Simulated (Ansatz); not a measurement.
# How Al(111) screens a field, part 2 of 2

Wanted: the response of a Al(111) slab to a perpendicular field.

Ansatz 0.2.0; plane-wave DFT, LDA, Ansatz PAW.

So far. Step 8 (Atoms held, field -0.2 V/Å): The dipole is -0.119 e·Å. Step 9 (Single point, field 0.4 V/Å): The dipole is 0.237 e·Å.

**10. The response**

This step: plane-wave DFT, LDA, Ansatz PAW; screening of a field by a metal slab (Ansatz 0.2.0).

The dipoles give the slope, and the difference of two potentials shows where the field is screened.

This step gave:

- equivalent conductor thickness p/(ε₀AE): 15.11 Å
- distance between the outer atoms: 11.69 Å
- inner field over outer field: 2.69e-4
- image plane, upper face: 1.805 Å
- induced electrons on the upper face over ε₀E: -0.9876
- image plane, lower face: 1.804 Å
- induced electrons on the lower face over ε₀E: 0.9878

Table of dipole of the cell by applied field:

| applied field (V/Å) | dipole of the cell (e·Å) |
| --- | --- |
| -0.200 | -0.119 |
| -0.100 | -0.0593 |
| -0.050 | -0.0297 |
| 0.000 | 3.0e-7 |
| 0.050 | 0.0297 |
| 0.100 | 0.0593 |
| 0.200 | 0.119 |
| 0.400 | 0.237 |

Local field over the applied field, running mean. From the potentials at -0.05 and 0.05 V/Å; running mean over 2.338 Å. Table of local field over applied field by z:

z (Å), local field over applied field and a bar from the least value:
```
        5      0.985 ##############################
        6      0.907 ###########################
        7      0.637 ###################
        8      0.245 ########
        9      0.019 #
       10      0.001 
       11     -0.003 
       12      0.002 
       13     -0.003 
       14      0.002 
       15     -0.002 
       16      0.002 
       17     -0.001 
       18     -0.001 
       19      0.001 
       20     -0.006 
       21      0.065 ##
       22      0.356 ###########
       23      0.747 #######################
       24      0.945 #############################
       25      0.992 ##############################
```

The induced electron density oscillates, so the rows of the table below give means over 1.78 Å (shorter at the two ends). Its distinct maxima (Å: e/Å³ per V/Å): 7.7: 0.00361, 9.8: 4.5e-4, 20.8: 8.2e-4. Distinct minima: 8.9: -8.2e-4, 19.9: -4.5e-4, 22.0: -0.00361.

Electrons, planar mean, per unit field. Induced electron density against z; means over each step:

| z (Å) | induced electron density (e/Å³ per V/Å) |
| --- | --- |
| 4.90 | 1.0e-4 |
| 6.68 | 0.00170 |
| 8.46 | 0.00122 |
| 10.24 | 3.6e-5 |
| 12.02 | 5.7e-6 |
| 13.80 | 4.5e-6 |
| 15.58 | -5.1e-7 |
| 17.36 | 1.6e-7 |
| 19.14 | -3.5e-5 |
| 20.92 | -6.0e-4 |
| 22.70 | -0.00225 |
| 24.48 | -1.9e-4 |

By hand: between -0.05 and 0.05 V/Å the dipole changes by 0.05933 e·Å, a slope of 0.5933 e·Å²/V. A perfect conductor of thickness t has p = ε₀AEt, so t = 180.95 × 0.5933 / 7.102 = 15.11 Å (e/ε₀ = 180.95 V·Å, A in Å²). Less the 11.69 Å between the outer atoms, and halved, that puts each image plane 1.71 Å out.

The induced dipole is that of a conductor 15.11 Å thick.

**11. Varying the input**

This step: plane-wave DFT, LDA, Ansatz PAW (Ansatz 0.2.0).

A run with a changed input: it repeats the earlier run at 0.05 V/Å with efield.dipole_correction from true to false.

input.yaml

```yaml
crystal:
  lattice:
    - [2.8637824638, 0.0, 0.0]
    - [1.4318912319, 2.4801083646, 0.0]
    - [0.0, 0.0, 29.6913429511]
  atoms:
    - { symbol: Al, position: [0.3333333333, 0.3333333333, 0.303118657] }
    - { symbol: Al, position: [0.6666666667, 0.6666666667, 0.3818711942] }
    - { symbol: Al, position: [0.0, 0.0, 0.4606237314] }
    - { symbol: Al, position: [0.3333333333, 0.3333333333, 0.5393762686] }
    - { symbol: Al, position: [0.6666666667, 0.6666666667, 0.6181288058] }
    - { symbol: Al, position: [0.0, 0.0, 0.696881343] }
kpoints:
  mp_grid: { grid: [24, 24, 1] }
hamiltonian:
  xc: lda
scf:
  occupations: { method: fermi_dirac, width: 0.1 }
  convergence: { dr2_threshold: 1.0e-10 }
efield:
  axis: 3
  dipole_correction: false
  ramp_position: 0.97
  ramp_width: 0.06
  amplitude: 0.05
output:
  forces: true
  write_potential: true
  write_density: true
  volumetric_format: npy
```

Command:

```bash
$ ansatz run input.yaml --threads 2 --pin off --max-ram 3072MiB --backend cpu --events-out ev --progress --plain --runs-dir out
```

Output:

```text
[...]
Crystal: 6 atoms, lattice volume = 210.882 Å³
Basis set: ecut = 420 eV, 4155 PW (Γ)
Bands: 15, of which v1, the nominal top of the filled ones, is band 9 counted from 1 (8 counted from 0)
Symmetry: 6 space group operations
k-points: 61 of 576 (time reversal used)
[...]
SCF iter   1: F=—  HF=-3076.446118 eV  |F-HF|=—  |Δ(HF+E_count)|=         —  Δρ=4.50e-3  dr2=3.62e0  ethr=1.77e-3  p=-0.000 e·Å  V_vac-E_F(+/−)=4.86/3.49 eV  ⟨swp⟩=9.0  Hψ=7232  notcnv=0
[...]
SCF iter   8: F=-3076.379773 eV  HF=-3076.379773 eV  |F-HF|=6.82e-12  |Δ(HF+E_count)|=  6.07e-10  Δρ=9.56e-8  dr2=5.94e-11  ethr=1.00e-12  p=0.060 e·Å  V_vac-E_F(+/−)=4.81/3.57 eV  ⟨swp⟩=13.0  Hψ=6753  notcnv=0
SCF 1 converged in 8 iterations: F = -3076.379773 eV  dr2 = 5.94e-11
[...]
SCF converged after 8 iterations
Free energy (F): -3076.379773 eV
[...]
Internal energy: -3076.290580 eV  (E = F + TS)
E sigma→0 (E₀):  -3076.335176 eV
Entropy (-TS):   -0.089193 eV (-14.866 meV/atom)
Fermi energy:    1.440567 eV
Dipole field:    D = 0.051850 V/Å  (p = 0.060426 e·Å, saw-weighted)
Work function:   not extracted (applied field tilts the vacuum); planar V_es + V_field profile in the machine report
[...]
--- Forces (eV/Å), atoms counted from 1 ---
  atom   1  Al    -0.00000000     0.00000000     0.10523607
  atom   2  Al     0.00000000     0.00000000     0.06013601
  atom   3  Al     0.00000000     0.00000000    -0.04162762
  atom   4  Al     0.00000000     0.00000000     0.04309065
  atom   5  Al     0.00000000     0.00000000    -0.06358970
  atom   6  Al     0.00000000    -0.00000000    -0.10324529
  max |Σ_I F_I| component: 1.14e-7 eV/Å
--- Band table (eV; the first three rows and the last of 61) ---
  k-point 0: bands = [... 5 lower, -3.9955, -2.2259, -0.1878, 1.8795, 3.7583, 4.9713, 5.6595, 6.0020, ... 2 higher]
  k-point 1: bands = [... 5 lower, -3.9546, -2.1869, -0.1488, 1.9180, 3.7967, 5.0116, 5.7000, 6.0426, ... 2 higher]
  k-point 2: bands = [... 5 lower, -3.8321, -2.0702, -0.0320, 2.0329, 3.9112, 5.1320, 5.8205, 6.1638, ... 2 higher]
  k-point 60: bands = [... 5 lower, -1.1590, -0.5977, -0.4275, -0.4275, 0.1270, 0.7888, 0.7905, 2.1806, ... 2 higher]
```

The job ended after 3.1 min (2 threads of Arm Neoverse N1, shared host; peak memory 0.45 GiB; 44 s of CPU time).

| quantity | this run | earlier run | difference |
| --- | --- | --- | --- |
| dipole along the normal (e·Å) | 0.06043 | 0.02966 | 0.031 |

With the dipole correction off, the periodic images add a field of their own to the typed one.

It moves by +0.0308 e·Å.

These numbers are not those of the isolated slab.

**12. Results**

```json
{
 "work function": "4.22 eV",
 "image plane, upper face": "1.80 Å",
 "induced electrons on the upper face over ε₀E": "-0.988",
 "equivalent conductor thickness p/(ε₀AE)": "15.1 Å",
 "inner field over outer field": "2.7e-4"
}
```

**Reading.** The induced charge has its centre 1.80 Å outside the outermost atoms; this is the plane from which a capacitor's gap or an image potential counts. The equivalent conductor thickness exceeds the distance between the outer atoms by 3.42 Å, about the sum of the two image-plane distances. In the middle of the slab the field is screened to under 0.5 % of its outer value. The atoms are held at bulk positions with the tabulated experimental lattice constant.

[Long decimals in the printed logs are rounded to 6 places.]

[Logs are printed without paths, hosts, clocks, repeated set-up lines and the standing remarks that a program may print on its own settings, such as how far it seeks lower states.]

[Hosts, paths, dates, database ids (printed as entryN), source tags and the programs' standing remarks are cut or masked in the printed files.]

[Maps of the electrostatic potential energy from Ansatz leave out the sawtooth potential of an applied field or a dipole correction, so their vacuum need not be flat; planar profiles and work functions include it.]
